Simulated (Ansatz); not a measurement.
# Sc on Al(111): change of the work function, part 4 of 5

Wanted: Δφ(θ) for Sc/Al(111), starting from the top site.

Ansatz 0.2.0; plane-wave DFT, LDA, Ansatz PAW.

So far, work function, upper face (eV): step 2 (the clean slab) 4.16; step 3 (65 atoms, coverage 0.0625 ML, cell 4x4) 3.62; step 4 (37 atoms, coverage 0.111 ML, cell 3x3) 3.31.

## 5. The covered slab, k-mesh 6×6×1, coverage 0.25 ML

System of this step: Sc/Al(111). The cell holds 17 atoms: 16 Al and 1 Sc. Its edges and angles: a = 5.728 Å, b = 5.728 Å, c = 27.889 Å, α = 90.0°, β = 90.0°, γ = 60.0°. Vacuum lies along c.

Another coverage, to see how the dipoles act on each other as their distance changes.

Contents of input.yaml:

```yaml
crystal:
  lattice:
    - [5.7275649276, 0.0, 0.0]
    - [2.8637824638, 4.9602167292, 0.0]
    - [0.0, 0.0, 27.8889911689]
  atoms:
    - { symbol: Al, position: [0.0, 0.0, 0.3227079798] }
    - { symbol: Al, position: [0.1666666667, 0.1666666667, 0.4065499724] }
    - { symbol: Al, position: [0.3333333333, 0.3333333333, 0.4863217039] }
    - { symbol: Al, position: [0.0, 0.0, 0.567732661] }
    - { symbol: Al, position: [0.0, 0.5, 0.3227079798] }
    - { symbol: Al, position: [0.1666666667, 0.6666666667, 0.4065499724] }
    - { symbol: Al, position: [0.3333333333, 0.8333333333, 0.4863217039] }
    - { symbol: Al, position: [0.0, 0.5, 0.567732661] }
    - { symbol: Al, position: [0.5, 0.0, 0.3227079798] }
    - { symbol: Al, position: [0.6666666667, 0.1666666667, 0.4065499724] }
    - { symbol: Al, position: [0.8333333333, 0.3333333333, 0.4863217039] }
    - { symbol: Al, position: [0.5, 0.0, 0.567732661] }
    - { symbol: Al, position: [0.5, 0.5, 0.3227079798] }
    - { symbol: Al, position: [0.6666666667, 0.6666666667, 0.4065499724] }
    - { symbol: Al, position: [0.8333333333, 0.8333333333, 0.4863217039] }
    - { symbol: Al, position: [0.5, 0.5, 0.567732661] }
    - { symbol: Sc, position: [0.0, 0.0, 0.6772920202] }
kpoints:
  mp_grid: { grid: [6, 6, 1] }
hamiltonian:
  xc: lda
scf:
  occupations: { method: fermi_dirac, width: 0.1 }
  convergence: { dr2_threshold: 1.0e-08 }
efield:
  axis: 3
  dipole_correction: true
  ramp_position: 0.97
  ramp_width: 0.06
relax:
  f_tol: 0.02
  max_steps: 60
  constraints: [{ sites: [0, 1, 4, 5, 8, 9, 12, 13] }]
output:
  bader: true
  dos: { projected: true, e_range: [-8, 4] }
  write_potential: true
  write_density: true
  volumetric_format: npy
  elf: true
```

Launch:

```bash
$ ansatz run input.yaml --threads 4 --pin off --max-ram 6144MiB --backend cpu --events-out ev --progress --plain --runs-dir out
```

Output:

```text
[...]
Crystal: 17 atoms, lattice volume = 792.325 Å³
Basis set: ecut = 420 eV, 15549 PW (Γ)
Bands: 47, of which v1, the nominal top of the filled ones, is band 30 counted from 1 (29 counted from 0)
Symmetry: 6 space group operations
[...]
k-points: 7 of 36 (time reversal used)
[...]
2     Al      0.0263     0.0000
     3     Al     -0.2327     0.0046
     4     Al      0.0189     0.0000
     5     Al     -0.0237     0.0000
     6     Al     -0.0423     0.0008
     7     Al     -0.1864     0.0000
[...]
13     Al      0.0299     0.0000
    14     Al     -0.0424     0.0008
    15     Al     -0.1864     0.0000
    16     Sc      0.8670     0.0021
  estimated error of the sums over rays = 4.6e-4 e
[key lines of the parts left out:]
SCF converged after 7 iterations
Free energy (F): -10290.345978 eV
Fermi energy:    0.654931 eV
Dipole field:    D = 0.044765 V/Å  (p = 0.196009 e·Å, saw-weighted, corrected)
Work function:   Φ+ = 2.9382 eV   Φ− = 4.1867 eV
```

Wall time 73 s (4 threads of Arm Neoverse V2, shared host); peak memory 1.2 GiB; 4.8 min of CPU time.

The steps of the relaxation:

```csv
step,energy less that of the first step (eV),largest force component (eV/Å)
1,0.0000,1.5775
2,-0.3366,1.6500
3,-0.6750,1.5602
4,-0.9794,1.0039
5,-1.2289,0.6674
6,-1.4923,0.3534
7,-1.5533,0.1095
8,-1.5583,0.1720
9,-1.5599,0.0064
```

The run keeps the 6 symmetry operations that the program found, so distortions that break them were not tested.

The atoms that moved most (Å):

```csv
atom,dx,dy,dz,length
Sc17,0.000,0.000,-0.964,0.964
Al8,0.002,-0.001,0.687,0.687
Al16,-0.002,-0.001,0.687,0.687
Al12,0.000,0.003,0.687,0.687
Al3,0.000,0.000,0.432,0.432
Al4,0.000,0.000,-0.403,0.403
Al11,0.000,0.084,-0.031,0.089
Al7,0.072,-0.042,-0.031,0.089
```

Running mean over 2.338 Å of the planar mean; the ramp of the sawtooth is left out. The electron's electrostatic potential energy less the Fermi level by z:

| z (Å) | electron's electrostatic potential energy less the Fermi level (eV) |
| --- | --- |
| 4 | 4.19 |
| 5 | 4.18 |
| 6 | 4.09 |
| 7 | 3.09 |
| 8 | -1.26 |
| 9 | -4.32 |
| 10 | -4.48 |
| 11 | -4.50 |
| 12 | -4.65 |
| 13 | -4.51 |
| 14 | -4.37 |
| 15 | -3.21 |
| 16 | -3.74 |
| 17 | -4.33 |
| 18 | -1.78 |
| 19 | 0.960 |
| 20 | 2.59 |
| 21 | 2.88 |
| 22 | 2.93 |
| 23 | 2.94 |
| 24 | 2.94 |

The relaxation took 9 steps and lowered the energy by 1.6 eV; the largest force on the free atoms ends at 0.0064 eV/Å.

By hand: a sheet of dipoles makes a step −p/(ε₀A) in the electron's potential. With e/ε₀ = 180.95 V·Å, p = 0.1960 e·Å and A = 28.41 Å², that is −180.95 × (0.1960) / 28.41 = -1.248 eV, and the two vacuum levels of the run differ by -1.248 eV.

The covered face has 2.94 eV, -1.22 eV against the clean one; the bare back face has moved by +0.05 eV, a measure of how thin the slab is.

## 6. Work function against coverage

This step: plane-wave DFT, LDA, Ansatz PAW; work function against coverage (Ansatz 0.2.0).

The runs are now put side by side.

This step gave:

```yaml
work_function_of_the_clean_face: 4.158 eV
largest_change_of_the_work_function: -1.220 eV
```

Table of work function of the covered face by coverage:

```
coverage (adsorbates/nm²)  work function of the covered face (eV)
                     0.00                                    4.16
                     0.88                                    3.62
                     1.56                                    3.31
                     3.52                                    2.94
```

The dipole per adsorbate comes from the change of the cell's dipole. Coverage, by row:

```csv
coverage (1/nm²),coverage (ML),work function (eV),change (eV),"dipole per adsorbate, positive end outwards (debye)",mean height of the added atoms over the highest substrate atom (Å)
0.88,0.0625,3.623,-0.5354,1.694,1.643
1.564,0.1111,3.308,-0.8502,1.526,1.628
3.52,0.25,2.938,-1.22,0.957,1.405
```

## 7. The covered slab, atoms frozen

This step: plane-wave DFT, LDA, Ansatz PAW (Ansatz 0.2.0).

To see where the charge goes, the covered slab, the bare substrate and the adsorbate layer are each run at the same frozen positions and on the same grid.

Contents of input.yaml:

```yaml
crystal:
  lattice:
    - [5.7275649276, 0.0, 0.0]
    - [2.8637824638, 4.9602167292, 0.0]
    - [0.0, 0.0, 27.8889911689]
  atoms:
    - { symbol: Al, position: [0.0, 0.0, 0.3227079798] }
    - { symbol: Al, position: [0.1666666667, 0.1666666667, 0.4065499724] }
    - { symbol: Al, position: [0.3333333333, 0.3333333333, 0.5018213942] }
    - { symbol: Al, position: [0.0, 0.0, 0.5532688176] }
    - { symbol: Al, position: [0.0, 0.5, 0.3227079798] }
    - { symbol: Al, position: [0.1666666667, 0.6666666667, 0.4065499724] }
    - { symbol: Al, position: [0.3501762114, 0.8249118943, 0.4851958819] }
    - { symbol: Al, position: [0.0005730787, 0.4997134606, 0.5923645361] }
    - { symbol: Al, position: [0.5, 0.0, 0.3227079798] }
    - { symbol: Al, position: [0.6666666667, 0.1666666667, 0.4065499724] }
    - { symbol: Al, position: [0.8249118943, 0.3501762114, 0.4851958819] }
    - { symbol: Al, position: [0.4997134606, 0.0005730787, 0.5923645361] }
    - { symbol: Al, position: [0.5, 0.5, 0.3227079798] }
    - { symbol: Al, position: [0.6666666667, 0.6666666667, 0.4065499724] }
    - { symbol: Al, position: [0.8249118943, 0.8249118943, 0.4851958819] }
    - { symbol: Al, position: [0.4997134606, 0.4997134606, 0.5923645361] }
    - { symbol: Sc, position: [0.0, 0.0, 0.6427316282] }
kpoints:
  mp_grid: { grid: [6, 6, 1] }
hamiltonian:
  xc: lda
scf:
  occupations: { method: fermi_dirac, width: 0.1 }
  convergence: { dr2_threshold: 1.0e-08 }
efield:
  axis: 3
  dipole_correction: true
  ramp_position: 0.97
  ramp_width: 0.06
output:
  write_potential: true
  write_density: true
  volumetric_format: npy
```

Output:

```text
[...]
Crystal: 17 atoms, lattice volume = 792.325 Å³
Basis set: ecut = 420 eV, 15549 PW (Γ)
Bands: 47, of which v1, the nominal top of the filled ones, is band 30 counted from 1 (29 counted from 0)
Symmetry: 6 space group operations
[...]
k-points: 7 of 36 (time reversal used)
[...]
SCF iter   1: F=—  HF=-10290.416678 eV  |F-HF|=—  |Δ(HF+E_count)|=         —  Δρ=3.64e-3  dr2=1.89e0  ethr=1.77e-3  p=0.282 e·Å  D=6.43e-2 V/Å  ΔV_dip=-1.79 eV  dr2_dipole=1.13e0  V_vac-E_F(+/−)=2.47/4.27 eV  ⟨swp⟩=16.9  Hψ=2325  notcnv=0  defer=1
[...]
SCF iter   9: F=-10290.345978 eV  HF=-10290.345978 eV  |F-HF|=3.04e-10  |Δ(HF+E_count)|=   1.78e-8  Δρ=5.19e-7  dr2=5.37e-9  ethr=1.69e-11  p=0.196 e·Å  D=4.48e-2 V/Å  ΔV_dip=-1.25 eV  dr2_dipole=1.60e-11  V_vac-E_F(+/−)=2.94/4.19 eV  ⟨swp⟩=13.9  Hψ=1071  notcnv=0
SCF 1 converged in 9 iterations: F = -10290.345978 eV  dr2 = 5.37e-9
[...]
SCF converged after 9 iterations
Free energy (F): -10290.345978 eV
[...]
Internal energy: -10290.044510 eV  (E = F + TS)
E sigma→0 (E₀):  -10290.195244 eV
Entropy (-TS):   -0.301469 eV (-17.733 meV/atom)
Fermi energy:    0.654939 eV
Dipole field:    D = 0.044756 V/Å  (p = 0.195970 e·Å, saw-weighted, corrected)
Work function:   Φ+ = 2.9383 eV   Φ− = 4.1865 eV
[...]
--- Band table (eV; the first three rows and the last of 7) ---
  k-point 0: bands = [... 26 lower, -1.2929, -0.8346, 0.0347, 0.0347, 0.1658, 0.2801, 0.2801, 0.4393, ... 13 higher]
  k-point 1: bands = [... 26 lower, -0.7985, -0.4973, -0.3769, -0.2680, 0.2391, 0.8567, 0.9925, 1.1278, ... 13 higher]
  k-point 2: bands = [... 26 lower, -0.1042, 0.2864, 0.5283, 0.6964, 0.9912, 1.2945, 1.3403, 1.4190, ... 13 higher]
  k-point 6: bands = [... 26 lower, 0.0118, 0.1452, 0.8894, 1.0459, 1.2274, 1.5851, 1.7103, 1.7182, ... 13 higher]
```

Elapsed: 8 s, on 4 threads; peak memory 1.2 GiB; 31 s of CPU time.

This step gave:

| Quantity | Value |
| --- | --- |
| work function, lower face | 4.186 eV |

The work function of the upper face is 2.94 eV.

## 8. The substrate alone

System of this step: Sc/Al(111), substrate alone, atoms held. The cell holds 16 atoms: 16 Al. Its edges and angles: a = 5.728 Å, b = 5.728 Å, c = 27.889 Å, α = 90.0°, β = 90.0°, γ = 60.0°. Vacuum lies along c.

The second part, atoms unmoved.

Edit input.yaml of step 7 so:

```diff
@@ -22,3 +22,2 @@
     - { symbol: Al, position: [0.4997134606, 0.4997134606, 0.5923645361] }
-    - { symbol: Sc, position: [0.0, 0.0, 0.6427316282] }
 kpoints:
```

Output:

```text
[...]
Crystal: 16 atoms, lattice volume = 792.325 Å³
Basis set: ecut = 420 eV, 15549 PW (Γ)
Bands: 40, of which v1, the nominal top of the filled ones, is band 24 counted from 1 (23 counted from 0)
Symmetry: 6 space group operations
[...]
k-points: 7 of 36 (time reversal used)
[...]
SCF iter   1: F=—  HF=-8201.292649 eV  |F-HF|=—  |Δ(HF+E_count)|=         —  Δρ=2.29e-3  dr2=3.36e-1  ethr=1.77e-3  p=0.015 e·Å  D=3.37e-3 V/Å  ΔV_dip=-0.09 eV  dr2_dipole=9.01e-2  V_vac-E_F(+/−)=4.14/4.23 eV  ⟨swp⟩=13.7  Hψ=1892  notcnv=0  defer=1
[...]
SCF iter   7: F=-8201.269181 eV  HF=-8201.269181 eV  |F-HF|=1.94e-9  |Δ(HF+E_count)|=   4.93e-8  Δρ=5.30e-7  dr2=5.40e-9  ethr=2.08e-11  p=-0.008 e·Å  D=-1.77e-3 V/Å  ΔV_dip=0.05 eV  dr2_dipole=1.02e-10  V_vac-E_F(+/−)=4.27/4.22 eV  ⟨swp⟩=15.0  Hψ=1122  notcnv=0
SCF 1 converged in 7 iterations: F = -8201.269181 eV  dr2 = 5.40e-9
[...]
SCF converged after 7 iterations
Free energy (F): -8201.269181 eV
[...]
Internal energy: -8200.992926 eV  (E = F + TS)
E sigma→0 (E₀):  -8201.131053 eV
Entropy (-TS):   -0.276255 eV (-17.266 meV/atom)
Fermi energy:    -0.200681 eV
Dipole field:    D = -0.001780 V/Å  (p = -0.007792 e·Å, saw-weighted, corrected)
Work function:   Φ+ = 4.2725 eV   Φ− = 4.2229 eV
[...]
--- Band table (eV; the first three rows and the last of 7) ---
  k-point 0: bands = [... 20 lower, -2.1378, -2.1378, -1.8139, -1.1609, -0.4614, -0.4614, -0.4140, -0.1668, ... 12 higher]
  k-point 1: bands = [... 20 lower, -1.5673, -1.3590, -1.3371, -1.1055, -0.9200, -0.6573, -0.2014, 0.2987, ... 12 higher]
  k-point 2: bands = [... 20 lower, -1.1228, -1.0673, -0.5424, -0.3897, 0.1711, 0.2779, 0.6547, 0.7570, ... 12 higher]
  k-point 6: bands = [... 20 lower, -1.4518, -0.6543, -0.4745, 0.1080, 0.5978, 0.5986, 1.0991, 1.5049, ... 12 higher]
```

Elapsed: 5.6 s, on 4 threads; peak memory 0.99 GiB; 21 s of CPU time.

Read from the output:

```
energy at zero smearing        : -8201.1311 eV
work function, upper face      : 4.273 eV
work function, lower face      : 4.223 eV
dipole along the normal        : -0.007792 e·Å
step between the vacuum levels : 0.04963 eV
```

The work function of the upper face is 4.27 eV.

## 9. The adsorbate layer alone

System of this step: Sc/Al(111), adsorbate layer alone, atoms held. The cell holds 1 atom: 1 Sc. Its edges and angles: a = 5.728 Å, b = 5.728 Å, c = 27.889 Å, α = 90.0°, β = 90.0°, γ = 60.0°. Vacuum lies along c.

The third part; a free layer of atoms may carry a moment, so spin is on.

input.yaml, the sections that differ from step 8:

```yaml
crystal:
  lattice:
    - [5.7275649276, 0.0, 0.0]
    - [2.8637824638, 4.9602167292, 0.0]
    - [0.0, 0.0, 27.8889911689]
  atoms:
    - { symbol: Sc, position: [0.0, 0.0, 0.6427316282], spin: 1.0 }
magnetization:
  spin_polarized: true
# kpoints, hamiltonian, scf, efield, output: as in step 8
```

Output:

```text
[...]
Crystal: 1 atoms, lattice volume = 792.325 Å³
Basis set: ecut = 420 eV, 15549 PW (Γ)
Bands: 10, of which v1, the nominal top of the filled ones, is band 6 counted from 1 (5 counted from 0)
Symmetry: 12 space group operations
k-points: 7 of 36
[...]
Starting moments: Σ|m| = 1 μB on 1 of 1 site
[...]
SCF iter   1: F=—  HF=-2084.529984 eV  |F-HF|=—  |Δ(HF+E_count)|=         —  Δρ=7.90e-4 (↑7.90e-4 ↓5.00e-4)  dr2=1.22e-2  dr2_m=1.73e-3  M=1.101 μB ∫|m|=1.101 μB  β_m=1.00  ethr=1.11e-4  p=-0.000 e·Å  D=-6.57e-9 V/Å  ΔV_dip=0.00 eV  dr2_dipole=2.41e-12  V_vac-E_F(+/−)=3.80/3.80 eV  ⟨swp⟩=1.8  Hψ=2380  notcnv=0
[...]
automatic band count: the SCF goes on with 14 bands, as 10 were too few: the levels above may hold too much charge
[...]
SCF iter   2: F=—  HF=-2084.537289 eV  |F-HF|=—  |Δ(HF+E_count)|=   7.30e-3  Δρ=4.70e-4 (↑4.70e-4 ↓3.55e-4)  dr2=9.33e-3  dr2_m=1.75e-4  M=1.138 μB ∫|m|=1.138 μB  β_m=1.00  ethr=1.10e-4  p=0.000 e·Å  D=3.44e-7 V/Å  ΔV_dip=-0.00 eV  dr2_dipole=9.73e-13  V_vac-E_F(+/−)=3.80/3.80 eV  ⟨swp⟩=1.1  Hψ=197  notcnv=0  κ⁻¹=1.0e0(r=1)
density mixer auto → broyden: no gap read (density of states about μ 3.15 of a free-electron gas's, 28 screened modes)
SCF iter   3: F=—  HF=-2084.545731 eV  |F-HF|=—  |Δ(HF+E_count)|=   8.44e-3  Δρ=3.09e-4 (↑3.09e-4 ↓2.40e-4)  dr2=2.06e-3  dr2_m=1.54e-4  M=1.164 μB ∫|m|=1.165 μB  β_m=1.00  ethr=8.48e-5  p=0.000 e·Å  D=7.05e-7 V/Å  ΔV_dip=-0.00 eV  dr2_dipole=1.48e-12  V_vac-E_F(+/−)=3.74/3.74 eV  ⟨swp⟩=2.4  Hψ=281  notcnv=0  κ⁻¹=1.4e-1(r=2)
[...]
SCF iter  16: F=-2084.548469 eV  HF=-2084.548469 eV  |F-HF|=4.46e-11  |Δ(HF+E_count)|=  9.09e-12  Δρ=1.01e-7 (↑1.01e-7 ↓2.48e-8)  dr2=9.32e-11  dr2_m=2.10e-11  M=1.185 μB ∫|m|=1.185 μB  ethr=2.26e-12  p=0.000 e·Å  D=1.71e-9 V/Å  ΔV_dip=-0.00 eV  dr2_dipole=3.11e-14  V_vac-E_F(+/−)=3.70/3.70 eV  ⟨swp⟩=1.0  Hψ=448  notcnv=0
SCF 1 converged in 16 iterations: F = -2084.548469 eV  dr2 = 9.32e-11
[...]
the search or the solves at the SCF's close seem to have found levels that the self-consistency loop had missed (the run counts 1). By its estimate they hold under 1e-12 electrons; where the run keeps them, the occupations were computed again with them
this state was not tested for a lower state beside it, because the mixer in use, unlike msr1, does not test its closes by its own steps (another_mixer; see scf.mixing.algorithm and scf.lower_state_search)
SCF converged after 16 iterations
Magnetization: 1.1848 μB (6.0924 up, 4.9076 down)
Absolute magnetization: 1.1850 μB (∫|ρ↑−ρ↓|, with the PAW one-centre terms)
[...]
Per-site moments (μB) at R_I (Å): [(1.162090, 2.362621)]
Free energy (F): -2084.548469 eV
[...]
Internal energy: -2084.275370 eV  (E = F + TS)
E sigma→0 (E₀):  -2084.411919 eV
Entropy (-TS):   -0.273098 eV (-273.098 meV/atom)
Fermi energy:    -3.195136 eV
Dipole field:    D = 0.000000 V/Å  (p = 0.000001 e·Å, saw-weighted, corrected)
Work function:   Φ+ = 3.6991 eV   Φ− = 3.6991 eV
[...]
--- Band table (eV; the first three rows and the last of 14) ---
  k-point 0 ↑: bands = [... 2 lower, -33.1443, -33.1443, -4.6282, -3.1374, -3.0831, -3.0831, -3.0020, -3.0020, ... 4 higher]
  k-point 1 ↑: bands = [... 2 lower, -33.1443, -33.1443, -4.4749, -3.1290, -3.0983, -3.0489, -3.0375, -3.0076, ... 4 higher]
  k-point 2 ↑: bands = [... 2 lower, -33.1444, -33.1443, -4.0712, -3.1401, -3.0947, -3.0676, -3.0188, -2.9748, ... 4 higher]
  k-point 6 ↓: bands = [... 2 lower, -32.3647, -32.3390, -3.1159, -2.4711, -2.4711, -2.3847, -2.3847, -2.2583, ... 4 higher]
```

It took 6.6 s on 4 threads; peak memory 0.89 GiB.

This step gave:

```yaml
energy_at_zero_smearing: -2084.4119 eV
total_moment: 1.185 μB
site_moments: 1.162 μB
work_function_upper_face: 3.699 eV
dipole_along_the_normal: 5.29e-7 e·Å
```

Site moment by atom:

| atom | site moment (μB) |
| --- | --- |
| Sc1 | 1.16 |

The free layer carries a moment of 1.2 μB a cell.

## 10. Where the charge went

This step: plane-wave DFT, LDA, Ansatz PAW; density difference on adsorption (Ansatz 0.2.0).

The densities of the parts are taken from that of the whole and averaged over planes; the first moment of what is left gives the step in the potential.

This step gave:

```
largest charge moved                 : 0.007693 e/Å²
potential step from the moved charge : -1.298 eV
```

The electron density difference oscillates, so the rows of the table below give means over 1 Å (shorter at the two ends). Its distinct maxima (Å: e/Å³): 12.1: 6.2e-4, 14.1: 0.00142, 17.1: 0.00769, 17.9: 0.00722. Distinct minima: 13.1: -8.7e-4, 15.5: -0.00525, 17.6: 0.00470, 19.0: -0.00642.

Planar mean, whole system less its parts. Electron density difference against z; means over each step:

z (Å), electron density difference (e/Å³) and a bar from the least value:
```
        3    0.00000 #############
        4    0.00000 #############
        5   -0.00001 #############
        6   -0.00005 #############
        7   -0.00012 ############
        8    0.00012 #############
        9    0.00011 #############
       10    0.00008 #############
       11   -0.00030 ############
       12    0.00037 ##############
       13   -0.00053 ###########
       14    0.00081 ###############
       15   -0.00324 ####
       16   -0.00084 ##########
       17    0.00641 ##############################
       18    0.00479 ##########################
       19   -0.00474 
       20   -0.00249 ######
       21   -0.00035 ############
       22   -0.00003 #############
       23    0.00000 #############
```

Planar mean, whole system less its parts. Electrons moved below z against z:

```csv
z (Å),electrons moved below z (e/Å²)
4,-6.4e-7
5,-4.9e-6
6,-3.1e-5
7,-1.3e-4
8,-1.8e-4
9,4.6e-5
10,7.4e-5
11,-2.6e-5
12,8.8e-6
13,-7.9e-5
14,1.3e-4
15,-7.1e-4
16,-0.00474
17,7.2e-5
18,0.00634
19,0.00534
20,9.6e-4
21,9.0e-5
22,3.3e-6
23,-6.5e-7
```

(Continued in part 5 of 5.)

[Long decimals in the printed logs are rounded to 6 places.]

[Logs are printed without paths, hosts, clocks, repeated set-up lines and the standing remarks that a program may print on its own settings, such as how far it seeks lower states.]

[Hosts, paths, dates, database ids (printed as entryN), source tags and the programs' standing remarks are cut or masked in the printed files.]

[Maps of the electrostatic potential energy from Ansatz leave out the sawtooth potential of an applied field or a dipole correction, so their vacuum need not be flat; planar profiles and work functions include it.]
